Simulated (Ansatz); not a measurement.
# TaSi2N4 monolayer in a perpendicular field, part 2 of 3

Aim: how the TaSi2N4 monolayer screens a field along its normal, and what the field does to its bands. A positive field points along +c.

Ansatz 0.2.0; plane-wave DFT, PBE-D3(BJ), Ansatz PAW.

So far. Step 2 (Relaxation): The lattice constant a goes from 2.920 to 2.951 Å.

### 3. Single point, field 0

A sawtooth potential applies the field, turning back in the middle of the vacuum. With the dipole correction the typed value is the field outside the slab. The induced dipole is small, so the SCF threshold is tight.

The cell differs from the one that the last finished run ended in (c 45.628 → 25.022 Å).

input.yaml reads:

```yaml
crystal:
  lattice:
    - [2.9505611541, 0.0, 0.0]
    - [-1.475280577, 2.5552609149, 0.0]
    - [0.0, 0.0, 25.0215092713]
  atoms:
    - { symbol: "N", position: [0.0, 0.0, 0.3596905328], spin: 0.01 }
    - { symbol: Si, position: [0.3333333333, 0.6666666667, 0.3798375388] }
    - { symbol: "N", position: [0.3333333333, 0.6666666667, 0.4497493179], spin: 0.01 }
    - { symbol: Ta, position: [0.0, 0.0, 0.5], spin: 0.23 }
    - { symbol: "N", position: [0.3333333333, 0.6666666667, 0.5502506821], spin: 0.01 }
    - { symbol: Si, position: [0.3333333333, 0.6666666667, 0.6201624612] }
    - { symbol: "N", position: [0.0, 0.0, 0.6403094672], spin: 0.01 }
magnetization:
  spin_polarized: true
kpoints:
  mp_grid: { grid: [18, 18, 1] }
  band_path:
    path: [[0, 0, 0], [0.5, 0, 0], [0.33333333, 0.33333333, 0], [0, 0, 0]]
    npoints: 16
hamiltonian:
  xc: pbe
  dispersion: d3bj
scf:
  occupations: { method: fermi_dirac, width: 0.02585 }
  convergence: { dr2_threshold: 1.0e-10 }
efield:
  axis: 3
  dipole_correction: true
  ramp_position: 0.97
  ramp_width: 0.06
  amplitude: 0
output:
  dos: { projected: true, e_range: [-6, 5] }
  write_potential: true
  write_density: true
  volumetric_format: npy
  elf: true
```

Started as:

```sh
$ ansatz run input.yaml --threads 2 --pin off --max-ram 3072MiB --backend cpu --events-out ev --progress --plain --runs-dir out
```

Numbers of over 12 decimals in the logs are rounded to 6 here.

The log of the run:

```text
[...]
Crystal: 7 atoms, lattice volume = 188.649 Å³
Basis set: ecut = 420 eV, 3611 PW (Γ)
Bands: 28, of which v1, the nominal top of the filled ones, is band 21 counted from 1 (20 counted from 0)
Symmetry: 6 space group operations
k-points: 37 of 324 (time reversal used)
[...]
Starting moments: Σ|m| = 0.27 μB on 5 of 7 sites
[...]
SCF iter   1: F=—  HF=-12720.786980 eV  |F-HF|=—  |Δ(HF+E_count)|=         —  Δρ=3.70e-2 (↑3.69e-2 ↓3.70e-2)  dr2=1.41e1  dr2_m=5.00e-3  M=0.078 μB ∫|m|=0.088 μB  β_m=0.42  ethr=3.10e-3  p=0.000 e·Å  D=3.36e-14 V/Å  ΔV_dip=-0.00 eV  dr2_dipole=4.36e-8  V_vac-E_F(+/−)=6.47/6.47 eV  ⟨swp⟩=9.9  Hψ=13557  notcnv=0
[...]
efield: sawtooth ramp at fractional position 0.9700 (set: `efield.ramp_position`, or a place that a band, a saddle search or an elastic batch's reference lends), width 0.0600; the density the first Hamiltonian is built on has a dipole p = 0.000 e·Å; the dipole correction subtracts the counter field D = 3.36e-14 V/Å, which shifts the + side's vacuum level by -0.00 eV against the − side's; the planar-averaged density in the ramp window peaks in size at 3.0e-6 e/Å³
[...]
SCF iter   2: F=—  HF=-12736.694145 eV  |F-HF|=—  |Δ(HF+E_count)|=    1.59e1  Δρ=1.72e-2 (↑1.71e-2 ↓1.72e-2)  dr2=2.73e0  dr2_m=1.67e-3  M=0.075 μB ∫|m|=0.078 μB  β_m=0.40  ethr=3.10e-3  p=-0.000 e·Å  D=-8.09e-8 V/Å  ΔV_dip=0.00 eV  dr2_dipole=6.46e-9  V_vac-E_F(+/−)=5.80/5.80 eV  ⟨swp⟩=3.9  Hψ=5584  notcnv=0  defer=141
density mixer auto → msr1: a metal under ldos (density of states about μ 0.73 of a free-electron gas's, 16 screened modes)
SCF iter   3: F=—  HF=-12747.198882 eV  |F-HF|=—  |Δ(HF+E_count)|=    1.05e1  Δρ=1.07e-2 (↑1.07e-2 ↓1.06e-2)  dr2=4.45e-1  dr2_m=1.65e-4  M=0.082 μB ∫|m|=0.084 μB  β_m=0.57  ethr=3.10e-3  p=-0.000 e·Å  D=-9.24e-6 V/Å  ΔV_dip=0.00 eV  dr2_dipole=1.67e-9  V_vac-E_F(+/−)=5.47/5.47 eV  ⟨swp⟩=3.8  Hψ=4844  notcnv=0  defer=141
[...]
SCF iter  24: F=-12748.349878 eV  HF=-12748.349878 eV  |F-HF|=2.87e-10  |Δ(HF+E_count)|=   9.54e-9  Δρ=1.78e-7 (↑1.78e-7 ↓1.26e-7)  dr2=9.87e-11  dr2_m=1.23e-11  M=0.759 μB ∫|m|=0.767 μB  ethr=1.00e-12  p=0.000 e·Å  D=1.51e-7 V/Å  ΔV_dip=-0.00 eV  dr2_dipole=2.38e-14  V_vac-E_F(+/−)=5.28/5.28 eV  ⟨swp⟩=13.2  Hψ=13147  notcnv=0
SCF 1 converged in 24 iterations: F = -12748.349878 eV  dr2 = 9.87e-11
[...]
at 7 of the mixer's solves, the last at iteration 16, it left a direction of its history that read negative out of its fit and stepped the other way along it
[...]
NSCF: frozen V_eff on 49 k-points
efield: sawtooth ramp at fractional position 0.9700 (kept from the solve that this one continues, or follows in the run), width 0.0600; the density the first Hamiltonian is built on has a dipole p = 0.000 e·Å; the dipole correction subtracts the counter field D = 1.51e-7 V/Å, which shifts the + side's vacuum level by -0.00 eV against the − side's; the planar-averaged density in the ramp window peaks in size at 2.5e-6 e/Å³
SCF converged after 24 iterations
Magnetization: 0.7591 μB (20.8795 up, 20.1205 down)
Absolute magnetization: 0.7677 μB (∫|ρ↑−ρ↓|, with the PAW one-centre terms)
[...]
Per-site moments (μB) at R_I (Å): [(0.0080656, 0.732819), (0.00300181, 0.721586), (0.012724, 0.721586), (0.255663, 0.873377), (0.012724, 0.721586), (0.00300181, 0.721586), (0.00806561, 0.732819)]
Free energy (F): -12748.349878 eV
[...]
Internal energy: -12748.344002 eV  (E = F + TS)
E sigma→0 (E₀):  -12748.346940 eV
Entropy (-TS):   -0.005876 eV (-0.839 meV/atom)
Fermi energy:    1.505904 eV
Dipole field:    D = 0.000000 V/Å  (p = 0.000000 e·Å, saw-weighted, corrected)
Work function:   Φ+ = 5.2807 eV   Φ− = 5.2807 eV
Levels:          The Fermi level and band energies are counted from a zero that moves with the ramp; work functions are not
[...]
--- Band table (eV; the first three rows and the last of 74) ---
  k-point 0 ↑: bands = [... 17 lower, -0.8375, -0.7478, -0.7478, 1.9908, 5.0919, 5.0919, 5.0993, 5.1025, ... 3 higher]
  k-point 1 ↑: bands = [... 17 lower, -0.9383, -0.8096, -0.6643, 1.9725, 4.7575, 5.1032, 5.1621, 5.5250, ... 3 higher]
  k-point 2 ↑: bands = [... 17 lower, -1.0913, -0.9797, -0.6279, 1.8295, 4.6141, 5.1416, 5.2509, 6.0018, ... 3 higher]
  k-point 36 ↓: bands = [... 17 lower, -2.5498, -0.6394, 0.1383, 2.3203, 5.1863, 5.5387, 6.8600, 7.2179, ... 3 higher]
```

Elapsed: 2 min, on 2 threads of Arm Neoverse N1, shared host; peak memory 0.72 GiB; 3.9 min of CPU time.

Numbers from this step:

```yaml
energy_at_zero_smearing: -12748.3469 eV
total_moment: 0.7591 μB
site_moments: 0.008066, 0.003002, 0.01272, 0.2557, 0.01272, 0.003002, 0.008066 μB
work_function_upper_face: 5.281 eV
dipole_along_the_normal: 3.81e-7 e·Å
```

Running mean over a fixed 2.6 Å (it still follows the layers) of the planar mean; the ramp of the sawtooth is left out. Electron's electrostatic potential energy less the Fermi level against z:

```
z (Å)  electron's electrostatic potential energy less the Fermi level (eV)
    4                                                                 5.28
    5                                                                 5.28
    6                                                                 5.26
    7                                                                 4.80
    8                                                                -1.62
    9                                                                -8.18
   10                                                                -9.95
   11                                                                -8.02
   12                                                                -12.1
   13                                                                -12.2
   14                                                                -8.07
   15                                                                -9.95
   16                                                                -8.24
   17                                                                -1.83
   18                                                                 4.76
   19                                                                 5.26
   20                                                                 5.28
   21                                                                 5.28
```

The density of states has structure finer than the step of the table below, so its rows give means over 0.25 eV, whole bins alone (the curve runs from -6 to 1.99 eV). Peaks (eV: height): total -5.920: 6.49, -5.560: 7.83, -5.500: 8.49, -3.110: 5.56, -2.330: 10.8, -2.090: 5.55, 0.010: 3.74; up -5.920: 3.11, -5.560: 5.27, -3.220: 3.00, -2.330: 7.22, -2.140: 3.03, -0.680: 3.66; down -5.920: 3.37, -5.500: 5.91, -3.110: 3.72, -2.280: 5.55, -2.220: 5.20, -2.090: 3.91, 0.010: 3.33.

Density of states against energy, zero at the Fermi level; means over each step; values in states/eV a cell:

```
energy (eV)    total     up     down
      -5.75     3.78   1.94     1.84
      -5.50     6.45   3.16     3.29
      -5.25     3.90   1.82     2.08
      -5.00     3.16   1.59     1.58
      -4.75     3.27   1.58     1.70
      -4.50     2.44   1.16     1.28
      -4.25     2.28   1.16     1.12
      -4.00     2.18   1.10     1.09
      -3.75     2.41   1.35     1.07
      -3.50     3.96   2.07     1.89
      -3.25     4.11   2.20     1.91
      -3.00     3.91   1.77     2.14
      -2.75     3.66   1.81     1.85
      -2.50     4.27   2.15     2.13
      -2.25     7.89   3.78     4.11
      -2.00     2.56  0.977     1.58
      -1.75    0.919  0.452    0.467
      -1.50    0.716  0.314    0.402
      -1.25  0.00577      0  0.00577
      -1.00        0      0        0
      -0.75     1.44   1.44        0
      -0.50     1.26   1.26        0
      -0.25    0.646  0.646        0
       0.00     2.13  0.368     1.76
       0.25     1.28  0.188     1.09
       0.50    0.721  0.118    0.603
       0.75    0.359      0    0.359
       1.00    0.177      0    0.177
       1.25        0      0        0
```

Projected DOS per atom over height of the atomic layer and energy from the Fermi level. Layers: N Si N Ta N Si N from below.

Ten even steps from '_' (0.00 states/eV) to '@' (1.50 states/eV), each cell a mean:
```
______________
______________
______________
______..______
______++______
______@@______
______==______
______**______
______________
______________
..__..__..__..
@@__@@::@@__@@
++__##--##__++
==__++--++__==
==__**==**__==
::__++--++__::
::__--::--__::
--__::::::__--
==..------..==
++..::::::..++
%%::**==**::%%
==::++--++::==
```
Columns: height of the atomic layer (Å) from 9 to 16.0 (not evenly spaced); rows upwards: energy from the Fermi level (eV) from -5.96 to 1.96.

Projected DOS per atom, spin up over height of the atomic layer and energy from the Fermi level. Layers: N Si N Ta N Si N from below.

Ten even steps from '_' (0.00 states/eV) to '@' (0.99 states/eV), each cell a mean:
```
______________
______________
______________
______________
______..______
______::______
______**______
____..@@..____
______________
______________
..__..__..__..
**__**..**__**
==__++::++__==
::__==::==__::
--__==--==__--
::__==::==__::
..__::..::__..
::__......__::
--__::::::__--
--..........--
**::==--==::**
--..==--==..--
```
Columns: height of the atomic layer (Å) from 9 to 16.0 (not evenly spaced); rows upwards: energy from the Fermi level (eV) from -5.96 to 1.96.

Projected DOS per atom, spin down over height of the atomic layer and energy from the Fermi level. Layers: N Si N Ta N Si N from below.

Ten even steps from '_' (0.00 states/eV) to '@' (1.10 states/eV), each cell a mean:
```
______________
______________
______________
______::______
______++______
______@@______
______________
______________
______________
______________
..__..__..__..
**__##..##__**
--__++::++__--
--__==::==__--
::__==::==__::
..__--..--__..
..__::..::__..
::__......__::
--__::::::__--
--..........--
++::==::==::++
::..--::--..::
```
Columns: height of the atomic layer (Å) from 9 to 16.0 (not evenly spaced); rows upwards: energy from the Fermi level (eV) from -5.96 to 1.96.

Deep bands are left out, so band numbers here count from the lowest band kept and differ from the log's. The electronic bands at the labelled points (eV, zero at the Fermi level; # counts the bands kept):

```
  point  up #9  up #10  up #11  up #12  down #9  down #10  down #11  down #12
      Γ  -2.34   -2.25   -2.25    0.48    -2.31     -2.18     -2.18      1.05
halfway  -3.13   -2.76   -2.32   -0.51    -3.05     -2.62     -2.28      0.19
      M  -2.48   -2.42   -1.95   -0.71    -2.41     -2.38     -1.90      0.00
halfway  -3.10   -2.27   -1.81   -0.38    -2.96     -2.21     -1.76      0.33
      K  -4.12   -2.19   -1.41    0.07    -4.06     -2.15     -1.37      0.81
halfway  -2.63   -2.51   -2.37   -0.63    -2.52     -2.47     -2.32      0.09
      Γ  -2.34   -2.25   -2.25    0.48    -2.31     -2.18     -2.18      1.05
```

Site moment by atom:

```
atom  site moment (μB)
  N1             0.008
 Si2             0.003
  N3             0.013
 Ta4             0.256
  N5             0.013
 Si6             0.003
  N7             0.008
```

Spin density in the ca plane at fractional y = 0.667, with atoms of Si and N within 0.2 Å of it.

Values in units of 1e-2 e/Å³, 5 rows by 16 columns, each cell a mean:
```
0.0 0.0 0.0 0.0 0.0 0.0 0.1 0.7 6.8 2.8 0.4 0.0 0.1 0.0 0.0 0.0
0.0 0.0 0.0 0.0 0.0 0.0 0.2 0.6 4.8 2.0 0.4 0.1 0.0 0.0 0.0 0.0
0.0 0.0 0.0 0.0 0.0 0.0 0.6 0.7 0.6 0.3 0.9 0.3 0.0 0.0 0.0 0.0
0.0 0.0 0.0 0.0 0.0 0.0 0.7 0.9 0.1 0.1 1.2 0.3 0.0 0.0 0.0 0.0
0.0 0.0 0.0 0.0 0.0 0.0 0.3 0.5 3.1 1.3 0.5 0.1 0.0 0.0 0.0 0.0
```
Columns run along c (16.0 Å, from fractional 0.16 to 0.79 of the cell), rows up along a (3.0 Å). Atoms in or near the plane, at fractional coordinates: Si at (0.38, 0.33), N at (0.45, 0.33), N at (0.55, 0.33), Si at (0.62, 0.33).

Valence density in the ca plane at fractional y = 0.667, with atoms of Si and N within 0.2 Å of it. It is the smooth field of the valence electrons, not physical close to the nuclei.

Values in e/Å³, 5 rows by 16 columns, each cell a mean:
```
0.0 0.0 0.0 0.0 0.2 0.5 0.2 0.2 0.8 0.5 0.1 0.3 0.5 0.1 0.0 0.0
0.0 0.0 0.0 0.0 0.2 0.5 0.2 0.4 0.6 0.5 0.3 0.3 0.4 0.1 0.0 0.0
0.0 0.0 0.0 0.0 0.1 0.3 0.6 2.3 0.6 1.5 1.7 0.3 0.3 0.0 0.0 0.0
0.0 0.0 0.0 0.0 0.1 0.2 0.8 3.0 0.7 1.9 2.2 0.3 0.2 0.0 0.0 0.0
0.0 0.0 0.0 0.0 0.1 0.5 0.3 0.8 0.5 0.7 0.6 0.4 0.4 0.0 0.0 0.0
```
Columns run along c (16.0 Å, from fractional 0.16 to 0.79 of the cell), rows up along a (3.0 Å). Atoms in or near the plane, at fractional coordinates: Si at (0.38, 0.33), N at (0.45, 0.33), N at (0.55, 0.33), Si at (0.62, 0.33).

ELF in the ca plane at fractional y = 0.667, with atoms of Si and N within 0.2 Å of it. It is the smooth field of the valence electrons, not physical close to the nuclei.

Values, 5 rows by 16 columns, each cell a mean:
```
0.00 0.00 0.00 0.10 0.52 0.66 0.20 0.14 0.33 0.19 0.12 0.43 0.66 0.33 0.03 0.00
0.00 0.00 0.00 0.06 0.42 0.68 0.31 0.50 0.25 0.35 0.42 0.45 0.65 0.23 0.02 0.00
0.00 0.00 0.00 0.01 0.19 0.30 0.56 0.66 0.40 0.61 0.72 0.33 0.32 0.08 0.00 0.00
0.00 0.00 0.00 0.01 0.15 0.22 0.61 0.51 0.43 0.56 0.66 0.36 0.21 0.06 0.00 0.00
0.00 0.00 0.00 0.04 0.34 0.61 0.40 0.69 0.27 0.49 0.60 0.42 0.59 0.16 0.01 0.00
```
Columns run along c (16.0 Å, from fractional 0.16 to 0.79 of the cell), rows up along a (3.0 Å). Atoms in or near the plane, at fractional coordinates: Si at (0.38, 0.33), N at (0.45, 0.33), N at (0.55, 0.33), Si at (0.62, 0.33).

The work function of the upper face is 5.28 eV.

### 4. Atoms held, field 0.1 V/Å

input.yaml: that of step 3 with these lines changed.

```diff
@@ -31,5 +31,4 @@
   ramp_width: 0.06
-  amplitude: 0
+  amplitude: 0.1
 output:
-  dos: { projected: true, e_range: [-6, 5] }
   write_potential: true
@@ -37,2 +36 @@
   volumetric_format: npy
-  elf: true
```

The log of the run:

```text
[...]
Crystal: 7 atoms, lattice volume = 188.649 Å³
Basis set: ecut = 420 eV, 3611 PW (Γ)
Bands: 28, of which v1, the nominal top of the filled ones, is band 21 counted from 1 (20 counted from 0)
Symmetry: 6 space group operations
k-points: 37 of 324 (time reversal used)
[...]
Starting moments: Σ|m| = 0.27 μB on 5 of 7 sites
[...]
k-point 1 ↑: bands = [... 17 lower, -0.9380, -0.8097, -0.6643, 1.9723, 4.7529, 5.1030, 5.1581, 5.5257, ... 3 higher]
  k-point 2 ↑: bands = [... 17 lower, -1.0908, -0.9798, -0.6278, 1.8293, 4.6114, 5.1414, 5.2485, 5.9833, ... 3 higher]
  k-point 36 ↓: bands = [... 17 lower, -2.5501, -0.6409, 0.1397, 2.3200, 5.1860, 5.5378, 6.8602, 7.2165, ... 3 higher]
[key lines of the parts left out:]
SCF converged after 26 iterations
Magnetization: 0.7591 μB (20.8795 up, 20.1205 down)
Free energy (F): -12748.351529 eV
Fermi energy:    1.505695 eV
Dipole field:    D = 0.031673 V/Å  (p = 0.033020 e·Å, saw-weighted, corrected)
```

Wall time 2.2 min (2 threads); peak memory 0.72 GiB; 4.3 min of CPU time.

The dipole is 0.0330 e·Å.

[end of part 2 of 3]

[Logs are printed without paths, hosts, clocks, repeated set-up lines and the standing remarks that a program may print on its own settings, such as how far it seeks lower states.]

[Hosts, paths, dates, database ids (printed as entryN), source tags and the programs' standing remarks are cut or masked in the printed files.]

[Maps of the electrostatic potential energy from Ansatz leave out the sawtooth potential of an applied field or a dipole correction, so their vacuum need not be flat; planar profiles and work functions include it.]
